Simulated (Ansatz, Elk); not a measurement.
## How far do independent atoms describe CdCS3?

Structure refinements treat a crystal as free atoms side by side. For a made-up structure of CdCS3 (cell and positions from a PBE relaxation) the runs below show what the calculated density changes in F(hkl).

Main program and level: Elk 11.2.3 (patched build); DFT, PBE, all-electron APW+lo, Dirac cores, scalar-relativistic bands, static density, no spin.

The structure was built from a prototype and need not be the compound's stable phase.

## Step 1: The starting structure

Symmetry: R-3m, No. 166, trigonal system. Conventional cell: a = 5.186 Å, b = 5.186 Å, c = 13.495 Å, α = 90.00°, β = 90.00°, γ = 120.00°. Nearest to Cd lie 6 S at 2.70 Å. Nearest to S lie 2 C at 2.59 Å and 4 S at 2.59 Å and 2 Cd at 2.70 Å. Nearest to C lie 6 S at 2.59 Å. Farther neighbours and most contacts between anions are not listed.

As a file:

```cif
data_structure
_symmetry_space_group_name_H-M 'R-3m:H'
_symmetry_Int_Tables_number 166
_cell_length_a 5.1857
_cell_length_b 5.1857
_cell_length_c 13.4953
_cell_angle_alpha 90.000
_cell_angle_beta 90.000
_cell_angle_gamma 120.000
_cell_volume 314.29
loop_
_atom_site_label
_atom_site_type_symbol
_atom_site_symmetry_multiplicity
_atom_site_Wyckoff_symbol
_atom_site_fract_x
_atom_site_fract_y
_atom_site_fract_z
_atom_site_occupancy
Cd1 Cd 3 a 0.00000 0.00000 0.00000 1
S1 S 9 d 0.16667 0.33333 0.83333 1
C1 C 3 b 0.66667 0.33333 0.83333 1
```

## Step 2: Ground state and structure factors

An all-electron density is needed, since X-rays see the cores too. Task 0 finds the density and task 195 Fourier-transforms it; tshift is off so that phases refer to the origin typed.

elk.in

```
tasks
  0
  195

xctype
  20

spinpol
  .false.

rgkmax
  7.0

gmaxvr
  14.0

lmaxo
  7

lmaxapw
  8

swidth
  0.002

tshift
  .false.

ramdisk
  .false.

hmaxvr
  5.5

maxscl
  120

epspot
  1e-06

sppath
  './'

avec
  4.89981425842 2.82890908065 8.50078057994
  -4.89981425842 2.82890908065 8.50078057994
  0.00000000000 -5.65781816259 8.50078057951

atoms
  3
  'Cd.in'
  1
  -0.0000000000 -0.0000000000 -0.0000000000   0.000000 0.000000 0.000000
  'S.in'
  3
  0.0000000000 0.0000000000 0.5000000000   0.000000 0.000000 0.000000
  0.0000000000 0.5000000000 -0.0000000000   0.000000 0.000000 0.000000
  0.5000000000 0.0000000000 -0.0000000000   0.000000 0.000000 0.000000
  'C.in'
  1
  0.5000000000 0.5000000000 0.5000000000   0.000000 0.000000 0.000000

ngridk
  5 5 5
```

Command:

```bash
$ OMP_NUM_THREADS=4 elk
```

Numbers of over 12 decimals in the logs are rounded to 6 here.

What it wrote:

```text
┌─────────────────────────┐
│ Elk code version 11.2.3 │
└─────────────────────────┘

All units are atomic (Hartree, Bohr, etc.)

┌─────────────────────────────────────────────────┐
│ Ground-state run starting from atomic densities │
└─────────────────────────────────────────────────┘

Lattice vectors :
   4.899814258       2.828909081       8.500780580
  -4.899814258       2.828909081       8.500780580
   0.000000000      -5.657818163       8.500780580

Reciprocal lattice vectors :
  0.6411656622      0.3701771676      0.2463767983
 -0.6411656622      0.3701771676      0.2463767983
 -0.3325543132E-17 -0.7403543353      0.2463767983

Unit cell volume      :    706.9824999
Brillouin zone volume :   0.3508576428

Muffin-tin inner radius fraction :   0.1000000000E-01

Nuclei treated as point charges

Species : 1 (Cd)
 parameters loaded from : Cd.in
 name : cadmium
 nuclear charge    :   -48.00000000
 electronic charge :    48.00000000
 atomic mass :    204912.7176
 muffin-tin radius :    2.600000000
 number of radial points in muffin-tin :   1193
 inner part over the whole radius :   0.9972693929E-02
 number on inner part of muffin-tin    :    850
 approximate nuclear radius :   0.8708852602E-04
 number of mesh points to nuclear radius :    426
 atomic positions (lattice), magnetic fields (Cartesian) :
  1 :   0.00000000  0.00000000  0.00000000    0.00000000  0.00000000  0.00000000

Species : 2 (S)
 parameters loaded from : S.in
 name : sulphur
 nuclear charge    :   -16.00000000
 electronic charge :    16.00000000
 atomic mass :    58450.91931
 muffin-tin radius :    2.200000000
 number of radial points in muffin-tin :    793
 inner part over the whole radius :   0.9890556315E-02
 number on inner part of muffin-tin    :    554
 approximate nuclear radius :   0.6195814986E-04
 number of mesh points to nuclear radius :    251
 atomic positions (lattice), magnetic fields (Cartesian) :
  1 :   0.00000000  0.00000000  0.50000000    0.00000000  0.00000000  0.00000000
  2 :   0.00000000  0.50000000  0.00000000    0.00000000  0.00000000  0.00000000
  3 :   0.50000000  0.00000000  0.00000000    0.00000000  0.00000000  0.00000000

Species : 3 (C)
 parameters loaded from : C.in
 name : carbon
 nuclear charge    :   -6.000000000
 electronic charge :    6.000000000
 atomic mass :    21894.16674
 muffin-tin radius :    1.800000000
 number of radial points in muffin-tin :    593
 inner part over the whole radius :   0.9914778686E-02
 number on inner part of muffin-tin    :    406
 approximate nuclear radius :   0.4747601631E-04
 number of mesh points to nuclear radius :    166
 atomic positions (lattice), magnetic fields (Cartesian) :
  1 :   0.50000000  0.50000000  0.50000000    0.00000000  0.00000000  0.00000000

Total number of atoms per unit cell :    5
Total muffin-tin volume :    231.8579154
 ratio of muffin-tin to unit cell volume :   0.3279542498

Spin treatment :
 spin-unpolarised

Number of Bravais lattice symmetries :   12
Number of crystal symmetries         :   12
Crystal has inversion symmetry
Real symmetric eigensolver will be used

k-point grid :      5     5     5
k-point offset :    0.000000000       0.000000000       0.000000000
k-point set is reduced with full crystal symmetry group
Total number of k-points :       19

Muffin-tin radius times maximum |G+k| :    7.000000000
 using average radius
Maximum |G+k| for APW functions       :    3.181818182
Maximum (1/2)|G+k|²                   :    5.061983471
Maximum |G| for potential and density :    14.00000000
Constant for pseudocharge density :    9
 order of it for each species :   16  16  16
 order of it for pair densities of each species (exact exchange by exxq0 0: 17) :   14  10   5
Radial integration step length :    1

G-vector grid sizes :     48    48    48
Number of G-vectors :    32731

Maximum angular momentum used for
 APW functions            :    8
 outer part of muffin-tin :    7
 inner part of muffin-tin :    2

Total nuclear charge    :   -102.0000000
[...]
exchange                    :     -232.00080637152
 correlation                 :     -4.673189
 electron entropic           :    -0.21588818658456E-02
 total energy                :     -6833.3382734138

Density of states at Fermi energy :    175.5271028
 (states/Hartree/unit cell)

Estimated indirect band gap :   0.6128451280E-03
 from k-point 9 to k-point 19
Estimated direct band gap   :   0.4948001659E-02
 at k-point 9

Charges :
 core                        :    62.00000000
 valence                     :    40.00000000
 interstitial                :    7.776198232
 muffin-tins (core leakage)
  species : 1 (Cd)
   atom 1                    :    46.29969724     (  0.2521876288E-03)
  species : 2 (S)
[...]
species : 3 (C)
[...]
total in muffin-tins        :    94.22380177
 total calculated charge     :    102.0000505
 total charge                :    102.0000000
 error                       :   0.5048383726E-04

RMS change in Kohn-Sham potential (target) :    1.111434168     (  0.1000000000E-05)
Absolute change in total energy (target)   :   0.9057321898     (  0.1000000000E-03)

[... loops 3 to 14 left out ...]

┌──────────────────┐
│ Loop number : 15 │
└──────────────────┘

Energies :
 Fermi                       :     0.151573
 sum of occupied eigenvalues :     -4055.0893048432
 electron kinetic            :      7107.4274851710
 core electron kinetic       :      6876.6046686807
 Coulomb                     :     -13702.084287599
 Coulomb potential           :     -10854.637664275
 nuclear-nuclear             :     -670.48131741917
 electron-nuclear            :     -15221.057297132
 Hartree                     :      2189.4543269521
 Madelung                    :     -8274.7654554617
 xc potential                :     -307.87912573878
 exchange                    :     -232.08557009182
 correlation                 :     -4.675975
 electron entropic           :    -0.24126578133285E-02
 total energy                :     -6831.4207602315

Density of states at Fermi energy :    196.9310589
 (states/Hartree/unit cell)

Estimated indirect band gap :   0.2030554476E-02
 from k-point 5 to k-point 15
Estimated direct band gap   :   0.3465204498E-02
 at k-point 16

Charges :
 core                        :    62.00000000
 valence                     :    40.00000000
 interstitial                :    7.703976165
 muffin-tins (core leakage)
  species : 1 (Cd)
[...]
species : 2 (S)
[...]
species : 3 (C)
[...]
total in muffin-tins        :    94.29602384
 total calculated charge     :    101.9999644
 total charge                :    102.0000000
 error                       :   0.3563003730E-04

RMS change in Kohn-Sham potential (target) :   0.7212698607E-06 (  0.1000000000E-05)
Absolute change in total energy (target)   :   0.3452890905E-04 (  0.1000000000E-03)

Convergence targets achieved

┌──────────────────┐
│ Loop number : 16 │
└──────────────────┘

Energies :
 Fermi                       :     0.151573
 sum of occupied eigenvalues :     -4055.0892956700
 electron kinetic            :      7107.4274902460
 core electron kinetic       :      6876.6046766758
 Coulomb                     :     -13702.084279235
 Coulomb potential           :     -10854.637661408
 nuclear-nuclear             :     -670.48131741917
 electron-nuclear            :     -15221.057282977
 Hartree                     :      2189.4543211610
 Madelung                    :     -8274.7654485313
 xc potential                :     -307.87912450814
 exchange                    :     -232.08556940397
 correlation                 :     -4.675975
 electron entropic           :    -0.24126559504474E-02
 total energy                :     -6831.4207461447

Density of states at Fermi energy :    196.9308162
 (states/Hartree/unit cell)

Estimated indirect band gap :   0.2030545075E-02
 from k-point 5 to k-point 15
Estimated direct band gap   :   0.3465207722E-02
 at k-point 16

Charges :
 core                        :    62.00000000
 valence                     :    40.00000000
 interstitial                :    7.703977169
 muffin-tins (core leakage)
  species : 1 (Cd)
[...]
species : 2 (S)
[...]
atom 2                    :    14.35609758     (  0.6804691201E-04)
   atom 3                    :    14.35609758     (  0.6804691201E-04)
  species : 3 (C)
   atom 1                    :    4.649553480     (  0.3245014385E-05)
 total in muffin-tins        :    94.29602283
 total calculated charge     :    101.9999644
 total charge                :    102.0000000
 error                       :   0.3563267308E-04

┌──────────────────────────────┐
│ Self-consistent loop stopped │
└──────────────────────────────┘

Warning : core states of species 1 leak from the muffin-tin :   0.2433003260E-03

Wrote STATE.OUT
```

Run time: 20 s. Hardware: 4 threads of Intel Xeon at 2.60GHz (Ice Lake), shared host; peak memory 0.22 GiB.

SFACRHO.OUT:

```text

h k l indices transformed by vhmat matrix:
   1.000000000       0.000000000       0.000000000    
   0.000000000       1.000000000       0.000000000    
   0.000000000       0.000000000       1.000000000    

      h      k      l  multipl.   |H|            Re(F)            Im(F)           |F|

      0      0      0      1   0.0000000       102.00000      0.33627485E-16   102.00000    
      1      1      1      2  0.73913039      -2.5243484     -0.47271944E-14   2.5243484    
      1      0      0      6  0.78027307       52.496962      0.59859273E-15   52.496962    
      1      0      1      6  0.88934282       34.279862      0.31273392E-14   34.279862    
      2      1      1      6   1.2326187       31.930591     -0.12147322E-14   31.930591    
     -1      1      0      6   1.2823313       31.627214      0.58340371E-16   31.627214    
     -2     -1     -2      6   1.4372414       45.187019      0.19375337E-14   45.187019    
     -2     -2     -2      2   1.4782608       71.887440     -0.86162110E-14   71.887440    
      2      0      1     12   1.4800971       44.849173      0.43236419E-14   44.849173    
      1      1     -1      6   1.5010662       2.4782555      0.15525341E-14   2.4782555    
      0      0     -2      6   1.5605461       70.953804     -0.42430241E-14   70.953804    
     -2     -2      0      6   1.7786856       66.443220      0.58404747E-14   66.443220    
      3      2      2      6   1.8768323       40.838485      0.49959721E-15   40.838485    
     -3     -1     -1      6   1.9261455       3.8124549      0.16325743E-13   3.8124549    
      3      2      1     12   1.9569437       26.980458     -0.33733889E-14   26.980458    
      2     -1      0     12   1.9742273       39.959637      0.86073855E-14   39.959637    
      1     -2     -1     12   2.0198213       26.489101     -0.87856533E-14   26.489101    
     -3     -3     -2      6   2.1054744       25.956092     -0.13792436E-14   25.956092
```

Elk indexes on the primitive cell of elk.in and gives |H| = 4π sin θ/λ in inverse bohr. Below, one row stands for each form hkl of the conventional cell (m members, Friedel mates merged), F is for one primitive cell and the density is static (no thermal factor). Free-atom factors are Waasmaier and Kirfel's, and R is Σm||F|−|F'||/Σm|F|.

```csv
hkl,m,sin θ/λ (Å⁻¹),"abs F, DFT",neutral atoms,diff.
003,2,0.111,2.524,2.240,+0.285
101,6,0.117,52.497,52.627,-0.130
012,6,0.134,34.280,34.356,-0.076
104,6,0.185,31.931,32.057,-0.127
110,6,0.193,31.627,31.712,-0.085
015,6,0.216,45.187,45.323,-0.136
006,2,0.222,71.887,72.507,-0.619
113,12,0.223,44.849,44.868,-0.019
021,6,0.226,2.478,2.798,-0.319
202,6,0.235,70.954,70.776,+0.178
024,6,0.268,66.443,66.552,-0.109
107,6,0.282,40.839,40.887,-0.049
205,6,0.290,3.812,3.619,+0.194
116,12,0.294,26.980,26.968,+0.012
211,12,0.297,39.960,39.981,-0.021
122,12,0.304,26.489,26.540,-0.051
018,6,0.317,25.956,25.965,-0.009
214,12,0.330,25.456,25.390,+0.066
009,2,0.334,4.021,3.546,+0.475
300,6,0.334,25.166,25.206,-0.041
027,6,0.342,3.791,3.494,+0.297
125,12,0.348,37.062,37.040,+0.022
```

## Step 3: The highest occupied states alone

An energy window below the Fermi level keeps the highest occupied states, to see at which angles they scatter; shallow core shells can lie inside it and anion s states outside. No new self-consistency is needed.

elk.in, as its differences from that of step 2:

```diff
@@ -1,3 +1,2 @@
 tasks
-  0
   195
@@ -40,2 +39,5 @@
 
+wsfac
+  -0.399670 0.451570
+
 sppath
```

Command:

```bash
$ OMP_NUM_THREADS=4 elk
```

What it wrote:

```text
┌─────────────────────────────────┐
│ Elk code version 11.2.3 started │
└─────────────────────────────────┘

Info(readinput): the functional depends on the density's gradient
 muffin-tin radial points multiplied by    2.00000
 (not where nrmtscf is given)

┌────────────────────┐
│ Current task : 195 │
└────────────────────┘

Info(sfacrho): density structure factors written to SFACRHO.OUT

 Energy window :  -0.3996700000      0.4515700000

┌──────────────────┐
│ Elk code stopped │
└──────────────────┘
```

Run time: 8.2 s. Hardware: 4 threads; peak memory 0.16 GiB; 9.9 s of CPU time.

States within 15 eV below the Fermi level hold 32.48 electrons; any levels below the window count with the cores, and a count that is not whole means the window cuts a band. Their amplitudes can exceed the total, where window and core parts have opposite phase:

```csv
hkl,sin θ/λ (Å⁻¹),"abs F, window","abs F, all"
003,0.111,5.052,2.524
101,0.117,9.395,52.497
012,0.134,7.639,34.280
104,0.185,6.174,31.931
110,0.193,5.870,31.627
015,0.216,4.950,45.187
006,0.222,9.062,71.887
113,0.223,4.874,44.849
021,0.226,0.019,2.478
202,0.235,8.897,70.954
```

[end of part 1 of 2]

[Logs are printed without paths, hosts, clocks, repeated set-up lines and the standing remarks that a program may print on its own settings, such as how far it seeks lower states.]

[Hosts, paths, dates, database ids (printed as entryN), source tags and the programs' standing remarks are cut or masked in the printed files.]
